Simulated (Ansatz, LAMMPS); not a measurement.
# Gap against volume in glassy 69CaO-31Al2O3 (mol %) (141 atoms)

Density of this cell: 3.20 g/cm³. The cell holds 141 atoms: 33 Ca, 30 Al and 78 O. Its edges and angles: a = 12.262 Å, b = 11.917 Å, c = 12.000 Å, α = 88.4°, β = 90.5°, γ = 91.5°. The starting structure: 141 atoms (33 Ca, 30 Al, 78 O) placed at random at 3.31 g/cm³, melted at 4000 K for 10 ps at fixed volume with the Morse and Coulomb pair potential with partial charges (Pedone, Malavasi, Menziani, Cormack and Segre, J. Phys. Chem. B 110, 11780 (2006)). Quenched from 4000 K to 300 K at 30 K/ps and fixed volume, held 10 ps at zero pressure, then minimised at fixed cell.

Calculated with Ansatz 0.2.0: Kohn-Sham DFT, PBEsol, PAW (set soft_2), plane waves; cutoff 420 eV, Γ point, fixed occupations. The relaxed cell was scaled evenly and the atoms were relaxed at each volume. The gap is that between the highest filled and the lowest empty Kohn-Sham level on the run's k-points.

```
volume (Å³/atom)  gap (eV)
          11.184               3.634
          11.681               3.503
          12.054               3.462
          12.427               3.367
          12.800                   ?
          13.172               3.180
```

Task: Fit a straight line in ln V to the rows given and interpolate to the withheld row.

Worked fit:

A volume deformation potential makes the spacing linear in u = ln(V/V0), with V0 = 12.427 Å³ the relaxed volume; v is the spacing.

```
u = ln(V/V0)  v (eV)
   -0.105360  3.6341
  -0.0618752  3.5026
  -0.0304597  3.4619
           0   3.367
   0.0582694  3.1805
```

With n = 5: mean u = -0.0278851, mean v = 3.42922, Σ(u − ū)² = 0.015365, Σ(u − ū)(v − v̄) = -0.041615. Slope b = -0.041615 / 0.015365 = -2.7085; intercept a = v̄ − b ū = 3.3537.

At the withheld volume u = 0.02956, and v = a + b u.

Prediction at 12.800: 3.274 eV. The run gave 3.276 eV, so the fit is low by 0.0026 eV (0.078 % of the value).

The slope, -2.71 eV, says that the spacing narrows on expansion. Among the rows given, the largest miss of the fit is at 12.054, by 0.026 eV (5.7 % of the range of the table).

Limits: The table spans 16 % in volume, wide for a linear law. Semilocal functionals tend to put gaps under measured ones. Only the Γ point is sampled. Atoms move by up to 1.0 Å in these relaxations, so the structure changes along the series. Defect or tail levels can set the spacing of a disordered cell.

[Logs are printed without paths, hosts, clocks, repeated set-up lines and the standing remarks that a program may print on its own settings, such as how far it seeks lower states.]

[Hosts, paths, dates, database ids (printed as entryN), source tags and the programs' standing remarks are cut or masked in the printed files.]
